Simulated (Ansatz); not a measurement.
**Work function of Pb(111): what the settings cost and change**

How far do functional and pseudopotentials move the work function of Pb(111), and at what cost?

Program: Ansatz 0.2.0. Level of theory: plane-wave DFT, PBE, Ansatz PAW, in the first sound run; inputs show where later runs differ. Values are calculated unless marked as measured.

## 1. The structure

The cell holds 7 atoms: 7 Pb. Cell: a = 3.500 Å, b = 3.500 Å, c = 35.147 Å, α = 90.0°, β = 90.0°, γ = 60.0°. Vacuum lies along c.

## 2. Slab, setting PBE, Ansatz PAW (420 eV)

A work function rests on the faint tail of the density, so the SCF threshold is tight. PBE on the default files comes first; the next runs keep the geometry and change functional or files, each at the cutoff that its files recommend; a relaxation and, for heavy metals, spin-orbit coupling close the ladder.

File input.yaml:

```yaml
crystal:
  lattice:
    - [3.5001785669, 0.0, 0.0]
    - [1.7500892834, 3.0312435567, 0.0]
    - [0.0, 0.0, 35.1473029949]
  atoms:
    - { symbol: Pb, position: [0.0, 0.0, 0.2560651667] }
    - { symbol: Pb, position: [0.3333333333, 0.3333333333, 0.3373767778] }
    - { symbol: Pb, position: [0.6666666667, 0.6666666667, 0.4186883889] }
    - { symbol: Pb, position: [0.0, 0.0, 0.5] }
    - { symbol: Pb, position: [0.3333333333, 0.3333333333, 0.5813116111] }
    - { symbol: Pb, position: [0.6666666667, 0.6666666667, 0.6626232222] }
    - { symbol: Pb, position: [0.0, 0.0, 0.7439348333] }
kpoints:
  mp_grid: { grid: [13, 13, 1] }
hamiltonian:
  xc: pbe
scf:
  occupations: { method: fermi_dirac, width: 0.1 }
  convergence: { dr2_threshold: 1.0e-09 }
efield:
  axis: 3
  dipole_correction: true
  ramp_position: 0.97
  ramp_width: 0.06
output:
  write_potential: true
  write_density: true
  volumetric_format: npy
  elf: true
```

Command:

```sh
$ ansatz run input.yaml --threads 4 --pin off --max-ram 6144MiB --backend cpu --events-out ev --progress --plain --runs-dir out
```

What it wrote:

```text
Engine: ansatz 0.2.0, aarch64-unknown-linux-gnu
Pseudopotentials: kind: paw
Pseudopotential: Pb, paw, valence charge 14, recommended cutoff 420 eV (normal), Pb.paw.azcp
Functional definition: PBE
  parameter kappa = 0.804
  parameter beta = 0.066725
  exchange = pbe_x(kappa = kappa, mu = beta*pi^2/3)
  correlation = pbe_c(beta = beta)
Crystal: 7 atoms, lattice volume = 372.909 Å³
Basis set: ecut = 420 eV, 7275 PW (Γ)
Bands: 59, of which v1, the nominal top of the filled ones, is band 49 counted from 1 (48 counted from 0)
Symmetry: 6 space group operations
k-points: 21 of 169 (time reversal used)
Non-local potential: Pb, projectors of the file, l = 0: 2, l = 1: 2, l = 2: 2, l = 3: 2
PAW form: soft (Blöchl's): semilocal exchange-correlation on the pseudo side does not see the compensation charge
PAW one-centre angular grid: Pb, 590 points (default); XC on 64 Gauss nodes
Initial density: superposition of atomic densities (neutral atoms: chi_scale 0, normalization atom), corrected by the library's trained network
Initial wavefunctions: pseudopotential atomic-orbital guess
Functional: x = pbe(κ = 0.804, μ = 0.219515), c = pbe(β = 0.066725)
SCF iter   1: F=—  HF=-83344.522365 eV  |F-HF|=—  |Δ(HF+E_count)|=         —  Δρ=9.44e-4  dr2=1.51e-1  ethr=1.77e-3  p=0.000 e·Å  D=4.27e-14 V/Å  ΔV_dip=-0.00 eV  dr2_dipole=1.74e-8  V_vac-E_F(+/−)=3.69/3.69 eV  ⟨swp⟩=7.5  Hψ=5021  notcnv=0
efield: sawtooth ramp at fractional position 0.9700 (set: `efield.ramp_position`, or a place that a band, a saddle search or an elastic batch's reference lends), width 0.0600; the density the first Hamiltonian is built on has a dipole p = 0.000 e·Å; the dipole correction subtracts the counter field D = 4.27e-14 V/Å, which shifts the + side's vacuum level by -0.00 eV against the − side's; the planar-averaged density in the ramp window peaks in size at 1.9e-5 e/Å³
preconditioner: auto → LDOS  [metal: Δε(μ)=0.018 eV  Ē_g=15.885 eV  σ=0.100 eV  W_gap=0.04  n_scr=66 (ndim 8)  ℏωp=19.0 eV  f_vac=0.402  D(μ)=4.35/eV (n_scr^D=16)  β→1.0]
SCF iter   2: F=—  HF=-83344.520599 eV  |F-HF|=—  |Δ(HF+E_count)|=   1.77e-3  Δρ=4.13e-4  dr2=1.68e-3  ethr=1.54e-4  p=0.000 e·Å  D=1.36e-6 V/Å  ΔV_dip=-0.00 eV  dr2_dipole=4.12e-9  V_vac-E_F(+/−)=3.67/3.67 eV  ⟨swp⟩=1.8  Hψ=1571  notcnv=0  defer=11
SCF iter   3: F=—  HF=-83344.520390 eV  |F-HF|=—  |Δ(HF+E_count)|=   2.09e-4  Δρ=3.41e-4  dr2=1.25e-3  ethr=1.71e-6  p=-0.000 e·Å  D=-1.27e-6 V/Å  ΔV_dip=0.00 eV  dr2_dipole=1.05e-8  V_vac-E_F(+/−)=3.68/3.68 eV  ⟨swp⟩=2.2  Hψ=2429  notcnv=0  defer=11
SCF iter   4: F=—  HF=-83344.520211 eV  |F-HF|=—  |Δ(HF+E_count)|=   1.79e-4  Δρ=4.23e-5  dr2=1.04e-5  ethr=1.28e-6  p=-0.000 e·Å  D=-5.14e-7 V/Å  ΔV_dip=0.00 eV  dr2_dipole=1.62e-9  V_vac-E_F(+/−)=3.67/3.67 eV  ⟨swp⟩=2.3  Hψ=2098  notcnv=0  defer=11
SCF iter   5: F=—  HF=-83344.520208 eV  |F-HF|=—  |Δ(HF+E_count)|=   2.88e-6  Δρ=1.30e-5  dr2=1.21e-6  ethr=1.06e-8  p=-0.000 e·Å  D=-1.57e-7 V/Å  ΔV_dip=0.00 eV  dr2_dipole=4.91e-11  V_vac-E_F(+/−)=3.68/3.68 eV  ⟨swp⟩=2.1  Hψ=2268  notcnv=0  defer=11
SCF iter   6: F=—  HF=-83344.520291 eV  |F-HF|=—  |Δ(HF+E_count)|=   8.21e-5  Δρ=3.72e-6  dr2=1.45e-7  ethr=1.23e-9  p=-0.000 e·Å  D=-2.34e-8 V/Å  ΔV_dip=0.00 eV  dr2_dipole=7.19e-14  V_vac-E_F(+/−)=3.68/3.68 eV  ⟨swp⟩=2.0  Hψ=2273  notcnv=0  defer=11
SCF iter   7: F=—  HF=-83344.520291 eV  |F-HF|=—  |Δ(HF+E_count)|=   2.61e-8  Δρ=1.21e-6  dr2=1.76e-8  ethr=1.48e-10  p=0.000 e·Å  D=7.49e-9 V/Å  ΔV_dip=-0.00 eV  dr2_dipole=3.61e-12  V_vac-E_F(+/−)=3.68/3.68 eV  ⟨swp⟩=2.2  Hψ=2239  notcnv=0  defer=11
SCF iter   8: F=-83344.520291 eV  HF=-83344.520291 eV  |F-HF|=5.09e-10  |Δ(HF+E_count)|=   1.19e-9  Δρ=3.45e-7  dr2=9.12e-10  ethr=1.02e-12  p=0.000 e·Å  D=4.90e-9 V/Å  ΔV_dip=-0.00 eV  dr2_dipole=5.29e-13  V_vac-E_F(+/−)=3.68/3.68 eV  ⟨swp⟩=6.2  Hψ=4879  notcnv=0
SCF 1 converged in 8 iterations: F = -83344.520291 eV  dr2 = 9.12e-10
  greatest PAW one-centre occupation: 0.979 electrons in one spin orbital (limit 2), on the Pb atom at site 6 (counted from 0), in its partial waves of l = 2
WARN: The output density's exchange-correlation potential varies sharply where the density is thin. Do not read a vacuum level from v_tot or v_xc, or from such a field of the output density. On a cell that repeats whose density bears no net charge and no dipole along the vacuum's axis use v_es (v_loc + v_h of the components); under efield.dipole_correction with no amplitude use v_es + v_field, which holds any externa [...]
SCF converged after 8 iterations
Free energy (F): -83344.520291 eV
Harris-Foulkes:  -83344.520291 eV  (|F-HF|=5.09e-10)
Internal energy: -83344.382086 eV  (E = F + TS)
E sigma→0 (E₀):  -83344.451188 eV
Entropy (-TS):   -0.138205 eV (-19.744 meV/atom)
Fermi energy:    4.699776 eV
Dipole field:    D = -0.000001 V/Å  (p = -0.000001 e·Å, saw-weighted, corrected)
Work function:   Φ+ = 3.6750 eV   Φ− = 3.6750 eV
Levels:          The Fermi level and band energies are counted from a zero that moves with the ramp; work functions are not
--- Per-component energies (eV) ---
  E_band       = -874.627548
  E_kinetic    = 2021.598260
  E_local      = -97943.201478  (includes V_loc(G=0)·N_el)
  E_nonlocal   = 2446.803574
  E_hartree    = 47934.834810
  E_xc         = -1544.699808
  E_vxc        = -926.399310  (∫ρ·V_xc dr)
  E_paw        = -72838.856740  (= ΣΔE_a)
  E_vpaw       = -2343.095585  (= ΣTr[D̂ρ^β])
  E_aug_tail   = 0.000347  (compensation charges beyond the density's cutoff)
  E_efield     = 0.000000  (sawtooth field / dipole correction)
  E_vefield    = 0.000000  (∫n·V_field dr)
  E_ewald      = 36579.138949
  E_smearing   = -0.138205  (= −TS)
  E_closure    = -0.000000  (closes the sum)
  Σ components = -83344.520291   (vs F -83344.520291, Δ=0.00e0)
--- Band table (eV; the first three rows and the last of 21) ---
  k-point 0: bands = [... 45 lower, 4.6766, 6.3145, 7.6201, 8.2533, 8.4733, 9.4376, 9.7543, 10.2827, ... 6 higher]
  k-point 1: bands = [... 45 lower, 4.7496, 6.3688, 7.6831, 8.3272, 8.5407, 9.1055, 9.3415, 9.4466, ... 6 higher]
  k-point 2: bands = [... 45 lower, 4.9213, 6.3797, 7.1147, 7.3969, 7.5029, 8.0007, 8.1523, 8.5975, ... 6 higher]
  k-point 20: bands = [... 45 lower, 2.4123, 2.6316, 2.8026, 3.0772, 3.1247, 3.6719, 3.6835, 4.0418, ... 6 higher]
```

Elapsed: 37 s, on 4 threads of Arm Neoverse N1, shared host; peak memory 1 GiB.

Numbers from this step:

```yaml
energy_at_zero_smearing: -83344.4512 eV
work_function_upper_face: 3.675 eV
```

Running mean over 2.858 Å of the planar mean; the ramp of the sawtooth is left out. The electron's electrostatic potential energy less the Fermi level by z:

```
z (Å)  electron's electrostatic potential energy less the Fermi level (eV)
    4                                                                 3.67
    5                                                                 3.66
    6                                                                 3.52
    7                                                                 1.85
    8                                                                -3.25
    9                                                                -5.42
   10                                                                -5.52
   11                                                                -5.54
   12                                                                -5.56
   13                                                                -5.60
   14                                                                -5.62
   15                                                                -5.62
   16                                                                -5.60
   17                                                                -5.59
   18                                                                -5.59
   19                                                                -5.60
   20                                                                -5.62
   21                                                                -5.62
   22                                                                -5.61
   23                                                                -5.57
   24                                                                -5.54
   25                                                                -5.52
   26                                                                -5.46
   27                                                                -3.91
   28                                                                 1.19
   29                                                                 3.46
   30                                                                 3.65
   31                                                                 3.67
```

ELF in the ca plane at fractional y = 0.000, with atoms of Pb within 0.2 Å of it. It is the smooth field of the valence electrons, not physical close to the nuclei.

Ten even steps from '0' (0.00) to '9' (0.44), each cell a mean:
```
44568720288644444322234455668510599963100000
65457876887545665433456665567877999852100000
76546788875456777644577776556788887531000000
87644566554467888754678877544566654310000000
87643445443467888755688887544455543210000000
77545677764467887654678876545677776421000000
66457898886456776543467766557889999742000000
54468842587644554322345555568733799963100000
44568700178644443222233455668400399973100000
```
Columns run along c (16.0 Å, from fractional 0.43 to 0.89 of the cell), rows up along a (3.5 Å). Atoms in or near the plane, at fractional coordinates: Pb at (0.50, 0.00), Pb at (0.74, 0.00).

Electrostatic potential energy in the ca plane at fractional y = 0.000, with atoms of Pb within 0.2 Å of it. With pseudopotentials it is smooth inside the atoms' cores, unlike the true potential.

Ten even steps from '0' (-36 eV) to '9' (8 eV), each cell a mean:
```
99986002017999999999999999983012038999999999
99998400048999999999999999987200168999999999
88999866789998888999988889998766789999999999
78999998999998667899886678999999999999999999
68999999999987657899875578999999999999999999
78999888899998777899987788999888899999999999
89998632378999888999998889998522589999999999
99997100027999999999999999985000058999999999
99986023106999999999999999983033028999999999
```
Columns run along c (16.0 Å, from fractional 0.43 to 0.89 of the cell; values clipped at the 3rd and 97th percentile), rows up along a (3.5 Å). Atoms in or near the plane, at fractional coordinates: Pb at (0.50, 0.00), Pb at (0.74, 0.00).

Valence density in the ca plane at fractional y = 0.000, with atoms of Pb within 0.2 Å of it. It is the smooth field of the valence electrons, not physical close to the nuclei.

Ten steps, logarithmic in the rise over the least value, from '0' (0.00 × 1e0 e/Å³) to '9' (9.07 × 1e0 e/Å³), each cell a mean:
```
11124689863211111100111111125799752100000000
21113467642111221111112211123577532000000000
22112234321112232211123322112344321000000000
32111122211123343211233432111122110000000000
33211111111123443221234432111111110000000000
32111223221112333211223332111222211000000000
22112355532112222111122221112455421000000000
11123578753111111111111111124688742100000000
11124799963211111100011111125899852100000000
```
Columns run along c (16.0 Å, from fractional 0.43 to 0.89 of the cell), rows up along a (3.5 Å). Atoms in or near the plane, at fractional coordinates: Pb at (0.50, 0.00), Pb at (0.74, 0.00).

The work function is 3.675 eV.

## 3. Slab

This step: plane-wave DFT, LDA, Ansatz PAW (Ansatz 0.2.0).

Changes to input.yaml since step 2:

```diff
@@ -16,3 +16,3 @@
 hamiltonian:
-  xc: pbe
+  xc: lda
 scf:
@@ -29,2 +29 @@
   volumetric_format: npy
-  elf: true
```

What it wrote:

```text
[...]
Crystal: 7 atoms, lattice volume = 372.909 Å³
Basis set: ecut = 420 eV, 7275 PW (Γ)
Bands: 59, of which v1, the nominal top of the filled ones, is band 49 counted from 1 (48 counted from 0)
Symmetry: 6 space group operations
k-points: 21 of 169 (time reversal used)
[...]
k-point 0: bands = [... 45 lower, 4.3174, 5.9671, 7.3959, 8.1578, 8.3803, 9.2950, 9.5899, 9.8659, ... 6 higher]
  k-point 1: bands = [... 45 lower, 4.3891, 6.0180, 7.4451, 8.2241, 8.4470, 8.7189, 8.9557, 9.2583, ... 6 higher]
  k-point 2: bands = [... 45 lower, 4.5553, 6.0119, 6.7506, 7.0508, 7.1354, 7.6488, 7.8958, 8.2918, ... 6 higher]
  k-point 20: bands = [... 45 lower, 2.0765, 2.2983, 2.4647, 2.7401, 2.7862, 3.3324, 3.3382, 3.6980, ... 6 higher]
[key lines of the parts left out:]
SCF converged after 9 iterations
Free energy (F): -81215.849306 eV
Fermi energy:    4.343835 eV
Dipole field:    D = 0.000000 V/Å  (p = 0.000000 e·Å, saw-weighted, corrected)
Work function:   Φ+ = 3.9962 eV   Φ− = 3.9962 eV
```

Wall time 38 s (4 threads); peak memory 1 GiB.

The work function is 3.996 eV, +0.321 eV from the run “PBE, Ansatz PAW (420 eV)”, at 1.0 times its CPU time.

## 4. Run

This step: plane-wave DFT, PBEsol, Ansatz PAW (Ansatz 0.2.0).

Changes to input.yaml since step 3:

```diff
@@ -16,3 +16,3 @@
 hamiltonian:
-  xc: lda
+  xc: pbesol
 scf:
```

What it wrote:

```text
[...]
Crystal: 7 atoms, lattice volume = 372.909 Å³
Basis set: ecut = 420 eV, 7275 PW (Γ)
Bands: 59, of which v1, the nominal top of the filled ones, is band 49 counted from 1 (48 counted from 0)
Symmetry: 6 space group operations
k-points: 21 of 169 (time reversal used)
[...]
k-point 0: bands = [... 45 lower, 4.5364, 6.1946, 7.5748, 8.2400, 8.4042, 9.3859, 9.6907, 10.1382, ... 6 higher]
  k-point 1: bands = [... 45 lower, 4.6092, 6.2474, 7.6321, 8.3133, 8.4721, 8.9604, 9.1971, 9.3865, ... 6 higher]
  k-point 2: bands = [... 45 lower, 4.7798, 6.2478, 6.9685, 7.2701, 7.3619, 7.8703, 8.0789, 8.5097, ... 6 higher]
  k-point 20: bands = [... 45 lower, 2.2619, 2.4821, 2.6504, 2.9279, 2.9743, 3.5217, 3.5348, 3.8941, ... 6 higher]
[key lines of the parts left out:]
SCF converged after 9 iterations
Free energy (F): -82284.122104 eV
Fermi energy:    4.552218 eV
Dipole field:    D = -0.000000 V/Å  (p = -0.000000 e·Å, saw-weighted, corrected)
Work function:   Φ+ = 3.7692 eV   Φ− = 3.7692 eV
```

It took 38 s on 4 threads; peak memory 1 GiB.

The work function is 3.769 eV, +0.094 eV from the run “PBE, Ansatz PAW (420 eV)”, at 1.0 times its CPU time.

## 5. Run

This step: plane-wave DFT, RPBE, Ansatz PAW (Ansatz 0.2.0).

Changes to input.yaml since step 4:

```diff
@@ -16,3 +16,3 @@
 hamiltonian:
-  xc: pbesol
+  xc: rpbe
 scf:
```

What it wrote:

```text
[...]
Crystal: 7 atoms, lattice volume = 372.909 Å³
Basis set: ecut = 420 eV, 7275 PW (Γ)
Bands: 59, of which v1, the nominal top of the filled ones, is band 49 counted from 1 (48 counted from 0)
Symmetry: 6 space group operations
k-points: 21 of 169 (time reversal used)
[...]
k-point 0: bands = [... 45 lower, 4.8201, 6.4400, 7.6242, 8.1968, 8.5017, 9.4388, 9.7897, 10.4409, ... 6 higher]
  k-point 1: bands = [... 45 lower, 4.8934, 6.4963, 7.6952, 8.2722, 8.5685, 9.2533, 9.4461, 9.4974, ... 6 higher]
  k-point 2: bands = [... 45 lower, 5.0662, 6.5172, 7.2561, 7.5145, 7.6381, 8.0834, 8.2232, 8.5724, ... 6 higher]
  k-point 20: bands = [... 45 lower, 2.5471, 2.7663, 2.9367, 3.2117, 3.2592, 3.8063, 3.8201, 4.1777, ... 6 higher]
[key lines of the parts left out:]
SCF converged after 9 iterations
Free energy (F): -83451.278455 eV
Fermi energy:    4.839385 eV
Dipole field:    D = 0.000000 V/Å  (p = 0.000000 e·Å, saw-weighted, corrected)
Work function:   Φ+ = 3.5244 eV   Φ− = 3.5244 eV
```

Elapsed: 43 s, on 4 threads; peak memory 1 GiB; 2 min of CPU time.

The work function is 3.524 eV, -0.151 eV from the run “PBE, Ansatz PAW (420 eV)”, at 1.0 times its CPU time.

## 6. Slab

This step: plane-wave DFT, r2SCAN, Ansatz PAW (Ansatz 0.2.0).

Changes to input.yaml since step 5:

```diff
@@ -16,3 +16,3 @@
 hamiltonian:
-  xc: rpbe
+  xc: r2scan
 scf:
```

What it wrote:

```text
[...]
Crystal: 7 atoms, lattice volume = 372.909 Å³
Basis set: ecut = 500 eV, 9453 PW (Γ), exchange–correlation on 108×108×1080 points (64 copies of the dense FFT grid, shifted against one another)
Bands: 59, of which v1, the nominal top of the filled ones, is band 49 counted from 1 (48 counted from 0)
Symmetry: 6 space group operations
[...]
k-point 0: bands = [... 45 lower, 4.6776, 6.4090, 7.8075, 8.4591, 8.5888, 9.6230, 9.9258, 10.4413, ... 6 higher]
  k-point 1: bands = [... 45 lower, 4.7538, 6.4660, 7.8711, 8.5353, 8.6599, 9.2367, 9.4902, 9.6320, ... 6 higher]
  k-point 2: bands = [... 45 lower, 4.9331, 6.4769, 7.1662, 7.4851, 7.6205, 8.1163, 8.3266, 8.7809, ... 6 higher]
  k-point 20: bands = [... 45 lower, 2.2557, 2.4788, 2.6832, 2.9381, 2.9726, 3.5575, 3.5611, 3.9316, ... 6 higher]
[key lines of the parts left out:]
SCF converged after 10 iterations
Free energy (F): -83445.599495 eV
Fermi energy:    4.652464 eV
Dipole field:    D = -0.000000 V/Å  (p = -0.000000 e·Å, saw-weighted, corrected)
Work function:   Φ+ = 3.7027 eV   Φ− = 3.7027 eV
```

Run time: 88 s. Hardware: 4 threads; peak memory 1.8 GiB.

The work function is 3.703 eV, +0.028 eV from the run “PBE, Ansatz PAW (420 eV)”, at 2.2 times its CPU time.

## 7. Run

This step: plane-wave DFT, PBE, JTH PAW (Ansatz 0.2.0).

Changes to input.yaml since step 6:

```diff
@@ -16,3 +16,4 @@
 hamiltonian:
-  xc: r2scan
+  xc: pbe
+  pseudopotentials: { kind: paw, source: jth }
 scf:
```

What it wrote:

```text
[...]
k-point 0: bands = [... 45 lower, 4.3925, 6.0312, 7.3396, 7.9705, 8.2156, 9.1738, 9.4767, 9.9908, ... 6 higher]
  k-point 1: bands = [... 45 lower, 4.4651, 6.0846, 7.4016, 8.0440, 8.2808, 8.8214, 9.0576, 9.1809, ... 6 higher]
  k-point 2: bands = [... 45 lower, 4.6347, 6.0910, 6.8357, 7.1170, 7.2183, 7.7210, 7.8707, 8.3168, ... 6 higher]
  k-point 20: bands = [... 45 lower, 2.1320, 2.3529, 2.5226, 2.7988, 2.8464, 3.3947, 3.4046, 3.7645, ... 6 higher]
[key lines of the parts left out:]
SCF converged after 9 iterations
Free energy (F): -82910.095888 eV
Fermi energy:    4.418172 eV
Dipole field:    D = 0.000000 V/Å  (p = 0.000001 e·Å, saw-weighted, corrected)
Work function:   Φ+ = 3.6768 eV   Φ− = 3.6768 eV
```

Run time: 7.3 min. Hardware: 4 threads; peak memory 5.3 GiB.

The work function is 3.677 eV, +0.002 eV from the run “PBE, Ansatz PAW (420 eV)”, at 9.9 times its CPU time.

[end of part 1 of 2]

[Long decimals in the printed logs are rounded to 6 places.]

[Logs are printed without paths, hosts, clocks, repeated set-up lines and the standing remarks that a program may print on its own settings, such as how far it seeks lower states.]

[Hosts, paths, dates, database ids (printed as entryN), source tags and the programs' standing remarks are cut or masked in the printed files.]

[Maps of the electrostatic potential energy from Ansatz leave out the sawtooth potential of an applied field or a dipole correction, so their vacuum need not be flat; planar profiles and work functions include it.]
